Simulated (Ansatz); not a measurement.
**F on Cu(100): change of the work function**

How does F on the hollow site change the work function of Cu(100) as the layer fills?

Main program and level: Ansatz 0.2.0; plane-wave DFT, PBE, Ansatz PAW.

This is a report of a sequence of runs, with most program output left out.

**1. Starting point**

The cell holds 4 atoms: 4 Cu. Its edges and angles: a = 2.553 Å, b = 2.553 Å, c = 23.415 Å, α = 90.0°, β = 90.0°, γ = 90.0°. Vacuum lies along c.

**2. The clean slab**

The bare slab comes first, as the zero from which every change is counted. The two lowest layers are held at bulk places and the upper ones relax. The dipole correction removes the false field that a one-sided slab makes across the periodic vacuum, so each face gets a flat vacuum level of its own.

File input.yaml:

```yaml
crystal:
  lattice:
    - [2.5526554801, 0.0, 0.0]
    - [0.0, 2.5526554801, 0.0]
    - [0.0, 0.0, 23.415]
  atoms:
    - { symbol: Cu, position: [0.5, 0.5, 0.3843689942] }
    - { symbol: Cu, position: [0.0, 0.0, 0.4614563314] }
    - { symbol: Cu, position: [0.5, 0.5, 0.5385436686] }
    - { symbol: Cu, position: [0.0, 0.0, 0.6156310058] }
kpoints:
  mp_grid: { grid: [12, 12, 1] }
hamiltonian:
  xc: pbe
scf:
  occupations: { method: fermi_dirac, width: 0.1 }
  convergence: { dr2_threshold: 1.0e-08 }
efield:
  axis: 3
  dipole_correction: true
  ramp_position: 0.97
  ramp_width: 0.06
relax:
  f_tol: 0.02
  max_steps: 60
  constraints: [{ sites: [0, 1] }]
output:
  write_potential: true
  write_density: true
  volumetric_format: npy
```

The run is started by

```sh
$ ansatz run input.yaml --threads 4 --pin off --max-ram 6144MiB --backend cpu --events-out ev --progress --plain --runs-dir out
```

The job ended after 13 s (4 threads of Intel Xeon Platinum 8375C at 2.90GHz (Ice Lake), shared host; peak memory 0.57 GiB).

The steps of the relaxation:

```
step  energy less that of the first step (eV)  largest force component (eV/Å)
   1                                   0.0000                          0.2181
   2                                  -0.0019                          0.1395
   3                                  -0.0033                          0.0021
```

The run keeps the 8 symmetry operations that it works with, so distortions that break them were not tested.

The atoms that moved most (Å):

```
atom     dx     dy     dz  length
 Cu3  0.000  0.000  0.031   0.031
```

The relaxed structure:

```xyz
4
Lattice="2.5527 0.0000 0.0000 0.0000 2.5527 0.0000 0.0000 0.0000 23.4150" Properties=species:S:1:pos:R:3
Cu    1.2763    1.2763    9.0000
Cu    0.0000    0.0000   10.8050
Cu    1.2763    1.2763   12.6413
Cu    0.0000    0.0000   14.4180
```

This step gave:

- energy at zero smearing: -26499.4726 eV
- work function, upper face: 4.571 eV
- dipole along the normal: 4.05e-4 e·Å

Running mean over 1.805 Å of the planar mean; the ramp of the sawtooth is left out. The electron's electrostatic potential energy less the Fermi level by z:

```
z (Å)  electron's electrostatic potential energy less the Fermi level (eV)
    3                                                                 4.58
    4                                                                 4.58
    5                                                                 4.58
    6                                                                 4.54
    7                                                                 4.10
    8                                                                -1.44
    9                                                                -8.30
   10                                                                -8.72
   11                                                                -8.72
   12                                                                -8.55
   13                                                                -8.94
   14                                                                -8.80
   15                                                                -5.53
   16                                                                 3.08
   17                                                                 4.46
   18                                                                 4.56
   19                                                                 4.57
   20                                                                 4.57
```

The relaxation took 3 steps and lowered the energy by 0.0033 eV; the largest force on the free atoms ends at 0.0021 eV/Å.

The work function of the upper face is 4.57 eV.

**3. Adsorbate added, k-mesh 6×6×1, coverage 0.25 ML**

System of this step: Cu16F (F/Cu(100)). The cell holds 17 atoms: 16 Cu and 1 F. Cell: a = 5.105 Å, b = 5.105 Å, c = 24.147 Å, α = 90.0°, β = 90.0°, γ = 90.0°. Vacuum lies along c.

The clean slab as it ended is repeated in the plane and the adsorbate is set on one face; the cell's size fixes the coverage, and the k-mesh shrinks with it to keep the sampling density about even. Adsorbate and upper layers relax, since the dipole depends on the height.

File input.yaml:

```yaml
crystal:
  lattice:
    - [5.1053109602, 0.0, 0.0]
    - [0.0, 5.1053109602, 0.0]
    - [0.0, 0.0, 24.1470893738]
  atoms:
    - { symbol: Cu, position: [0.25, 0.25, 0.3727157282] }
    - { symbol: Cu, position: [0.0, 0.0, 0.4474659382] }
    - { symbol: Cu, position: [0.25, 0.25, 0.5235136094] }
    - { symbol: Cu, position: [0.0, 0.0, 0.5970893307] }
    - { symbol: Cu, position: [0.25, 0.75, 0.3727157282] }
    - { symbol: Cu, position: [0.0, 0.5, 0.4474659382] }
    - { symbol: Cu, position: [0.25, 0.75, 0.5235136094] }
    - { symbol: Cu, position: [0.0, 0.5, 0.5970893307] }
    - { symbol: Cu, position: [0.75, 0.25, 0.3727157282] }
    - { symbol: Cu, position: [0.5, 0.0, 0.4474659382] }
    - { symbol: Cu, position: [0.75, 0.25, 0.5235136094] }
    - { symbol: Cu, position: [0.5, 0.0, 0.5970893307] }
    - { symbol: Cu, position: [0.75, 0.75, 0.3727157282] }
    - { symbol: Cu, position: [0.5, 0.5, 0.4474659382] }
    - { symbol: Cu, position: [0.75, 0.75, 0.5235136094] }
    - { symbol: Cu, position: [0.5, 0.5, 0.5970893307] }
    - { symbol: F, position: [0.25, 0.25, 0.6272842718] }
kpoints:
  mp_grid: { grid: [6, 6, 1] }
hamiltonian:
  xc: pbe
scf:
  occupations: { method: fermi_dirac, width: 0.1 }
  convergence: { dr2_threshold: 1.0e-08 }
efield:
  axis: 3
  dipole_correction: true
  ramp_position: 0.97
  ramp_width: 0.06
relax:
  f_tol: 0.02
  max_steps: 60
  constraints: [{ sites: [0, 1, 4, 5, 8, 9, 12, 13] }]
output:
  dos: { projected: true, e_range: [-8, 4] }
  write_potential: true
  write_density: true
  volumetric_format: npy
  elf: true
```

Run time: 2.3 min. Hardware: 4 threads; peak memory 3.1 GiB.

This run has no spin polarisation although its electron count is odd.

Step by step:

```
step  energy less that of the first step (eV)  largest force component (eV/Å)
   1                                   0.0000                          3.6405
   2                                  -0.5424                          2.5322
   3                                  -0.9744                          1.0163
   4                                  -1.0742                          0.1343
   5                                  -1.0772                          0.0157
```

The run keeps the 8 symmetry operations that it works with, so distortions that break them were not tested.

The atoms that moved most (Å):

```
atom      dx      dy      dz  length
 F17   0.000   0.000   0.574   0.574
Cu15   0.000   0.000   0.051   0.051
 Cu3   0.000   0.000  -0.042   0.042
Cu16   0.014   0.014   0.018   0.027
Cu12   0.014  -0.014   0.018   0.027
 Cu8  -0.014   0.014   0.018   0.027
 Cu4  -0.014  -0.014   0.018   0.027
Cu11   0.000   0.000   0.007   0.007
```

Final coordinates:

```
Cu F
1.0
     5.10531    0.00000    0.00000
     0.00000    5.10531    0.00000
     0.00000    0.00000   24.14709
Cu F
16 1
Direct
  0.25000 0.25000 0.37272
  0.00000 0.00000 0.44747
  0.25000 0.25000 0.52178
  0.99717 0.99717 0.59784
  0.25000 0.75000 0.37272
  0.00000 0.50000 0.44747
  0.25000 0.75000 0.52381
  0.99717 0.50283 0.59784
  0.75000 0.25000 0.37272
  0.50000 0.00000 0.44747
  0.75000 0.25000 0.52381
  0.50283 0.99717 0.59784
  0.75000 0.75000 0.37272
  0.50000 0.50000 0.44747
  0.75000 0.75000 0.52564
  0.50283 0.50283 0.59784
  0.25000 0.25000 0.65104
```

Numbers from this step:

| Item | Value |
| --- | --- |
| energy at zero smearing | -106806.3001 eV |
| work function, upper face | 5.275 eV |
| work function, lower face | 4.535 eV |
| dipole along the normal | -0.1065 e·Å |
| step between the vacuum levels | 0.7392 eV |

Running mean over 1.805 Å of the planar mean; the ramp of the sawtooth is left out. The electron's electrostatic potential energy less the Fermi level by z:

```
z (Å)  electron's electrostatic potential energy less the Fermi level (eV)
    3                                                                 4.54
    4                                                                 4.54
    5                                                                 4.53
    6                                                                 4.50
    7                                                                 4.06
    8                                                                -1.47
    9                                                                -8.31
   10                                                                -8.73
   11                                                                -8.72
   12                                                                -8.48
   13                                                                -8.81
   14                                                                -8.76
   15                                                                -6.52
   16                                                                 2.17
   17                                                                 4.93
   18                                                                 5.26
   19                                                                 5.27
   20                                                                 5.27
   21                                                                 5.27
```

The density of states has structure finer than the step of the table below, so its rows give means over 0.25 eV, whole bins alone (the curve runs from -8 to 1.98 eV). Peaks (eV: height): -2.890: 71.4, -2.800: 94.6, -2.530: 62.5, -2.290: 86.2, -2.080: 69.4, -1.590: 101, -1.470: 81.9.

The density of states by energy, zero at the Fermi level; means over each step:

```
energy (eV)  density of states (states/eV a cell)
      -7.75                                  1.13
      -7.50                                  1.20
      -7.25                                  1.38
      -7.00                                  2.70
      -6.75                                  3.13
      -6.50                                  2.12
      -6.25                                  3.24
      -6.00                                  4.53
      -5.75                                  5.19
      -5.50                                  11.8
      -5.25                                  9.40
      -5.00                                  7.57
      -4.75                                  11.9
      -4.50                                  15.4
      -4.25                                  20.7
      -4.00                                  39.6
      -3.75                                  29.4
      -3.50                                  34.5
      -3.25                                  41.2
      -3.00                                  42.4
      -2.75                                  64.5
      -2.50                                  44.0
      -2.25                                  63.5
      -2.00                                  60.7
      -1.75                                  76.2
      -1.50                                  73.2
      -1.25                                  19.2
      -1.00                                  9.24
      -0.75                                  5.39
      -0.50                                  5.26
      -0.25                                  5.86
       0.00                                  5.14
       0.25                                  6.79
       0.50                                  5.17
       0.75                                  4.50
       1.00                                  4.06
       1.25                                  2.96
       1.50                                  6.34
       1.75                                  5.66
```

Projected DOS per atom over height of the atomic layer and energy from the Fermi level. Layers: Cu4 Cu4 Cu4 Cu4 F from below.

Ten even steps from '_' (0.02 states/eV) to '@' (5.72 states/eV), each cell a mean:
```
__________
__________
__________
__________
__________
__________
______..__
++====%%..
@@**++%%__
%%====**__
++****++__
--====--__
::--==::__
..====....
__::..__..
________--
________%%
________..
__________
__________
__________
__________
```
Columns: height of the atomic layer (Å) from 9 to 15.7 (not evenly spaced); rows upwards: energy from the Fermi level (eV) from -7.96 to 1.95.

Electrostatic potential energy in the ca plane at fractional y = 0.250, with atoms of Cu and F within 0.2 Å of it. With pseudopotentials it is smooth inside the atoms' cores, unlike the true potential.

Ten even steps from '0' (-50 eV) to '9' (7 eV), each cell a mean:
```
99998888998999888899889999999999999999999999
99985336899998533689999999999999999999999999
99961003899997200379999999999999999999999999
99961002799996100279999999999999999999999999
99973115899997311489999999999999999999999999
99987668999998766899999999999999999999999999
99999889998899988999889999999999999999999999
99998888998999888899889999999999999999999999
99985336899998523789999768999999999999999999
99961003899996100489997214999999999999999999
99961002799986000389997113899999999999999999
99973115899997301589998436999999999999999999
99987668999998766899999999999999999999999999
99999889998899988999889999999999999999999999
```
Columns run along c (16.0 Å, from fractional 0.29 to 0.96 of the cell; values clipped at the 3rd and 97th percentile), rows up along a (5.1 Å). Atoms in or near the plane, at fractional coordinates: Cu at (0.37, 0.25), Cu at (0.52, 0.25), Cu at (0.37, 0.75), Cu at (0.52, 0.75), F at (0.65, 0.25).

Valence density in the ca plane at fractional y = 0.250, with atoms of Cu and F within 0.2 Å of it. It is the smooth field of the valence electrons, not physical close to the nuclei.

Ten steps, logarithmic in the rise over the least value, from '0' (0 e/Å³) to '9' (42 e/Å³), each cell a mean:
```
00001111001000111100000000000000000000000000
00013442100001244210000000000000000000000000
00026984100002588410000000000000000000000000
00026995100002699510000000000000000000000000
00014763100001476310000000000000000000000000
00001221000001122110000000000000000000000000
00000110001100011000000000000000000000000000
00001111001000111100000110000000000000000000
00013442100001344210001332000000000000000000
00026984100002698410002564100000000000000000
00026995100002799410013675200000000000000000
00014763100001476310002453100000000000000000
00001221000001122100001111000000000000000000
00000110001100111000000000000000000000000000
```
Columns run along c (16.0 Å, from fractional 0.29 to 0.96 of the cell), rows up along a (5.1 Å). Atoms in or near the plane, at fractional coordinates: Cu at (0.37, 0.25), Cu at (0.52, 0.25), Cu at (0.37, 0.75), Cu at (0.52, 0.75), F at (0.65, 0.25).

ELF in the ca plane at fractional y = 0.250, with atoms of Cu and F within 0.2 Å of it. It is the smooth field of the valence electrons, not physical close to the nuclei.

Ten even steps from '0' (0.00) to '9' (0.80), each cell a mean:
```
11222222332233222233221100000000000000000000
11112322222232232223322100000000000000000000
11123863222222377323332110000000000000000000
11124983222222498323332110000000000000000000
11122542222222244223322100000000000000000000
11222222232232222233222100000000000000000000
11222223332233322333221110000000000000000000
11222222332233222232211355310000000000000000
11112322222332232222115899731000000000000000
11123863222222486222128989952000000000000000
11124983222222597322128879952000000000000000
11122542222222354222116999841000000000000000
11222222232232222222212677520000000000000000
11222223332233322332211122100000000000000000
```
Columns run along c (16.0 Å, from fractional 0.29 to 0.96 of the cell), rows up along a (5.1 Å). Atoms in or near the plane, at fractional coordinates: Cu at (0.37, 0.25), Cu at (0.52, 0.25), Cu at (0.37, 0.75), Cu at (0.52, 0.75), F at (0.65, 0.25).

The relaxation took 5 steps and lowered the energy by 1.1 eV; the largest force on the free atoms ends at 0.016 eV/Å.

By hand: a sheet of dipoles makes a step −p/(ε₀A) in the electron's potential. With e/ε₀ = 180.95 V·Å, p = -0.1065 e·Å and A = 26.06 Å², that is −180.95 × (-0.1065) / 26.06 = +0.739 eV, and the two vacuum levels of the run differ by +0.739 eV.

The covered face has 5.27 eV, +0.70 eV against the clean one; the bare back face has moved by -0.05 eV, a measure of how thin the slab is.

(Part 1 of 2 ends here.)

[Logs are printed without paths, hosts, clocks, repeated set-up lines and the standing remarks that a program may print on its own settings, such as how far it seeks lower states.]

[Hosts, paths, dates, database ids (printed as entryN), source tags and the programs' standing remarks are cut or masked in the printed files.]

[Maps of the electrostatic potential energy from Ansatz leave out the sawtooth potential of an applied field or a dipole correction, so their vacuum need not be flat; planar profiles and work functions include it.]

[The density of states shown here was stored with 400 of the rows of the run's finer table, so its peaks can read low, often by over a quarter, or be missed, and its means over a window can be off by a tenth or more.]
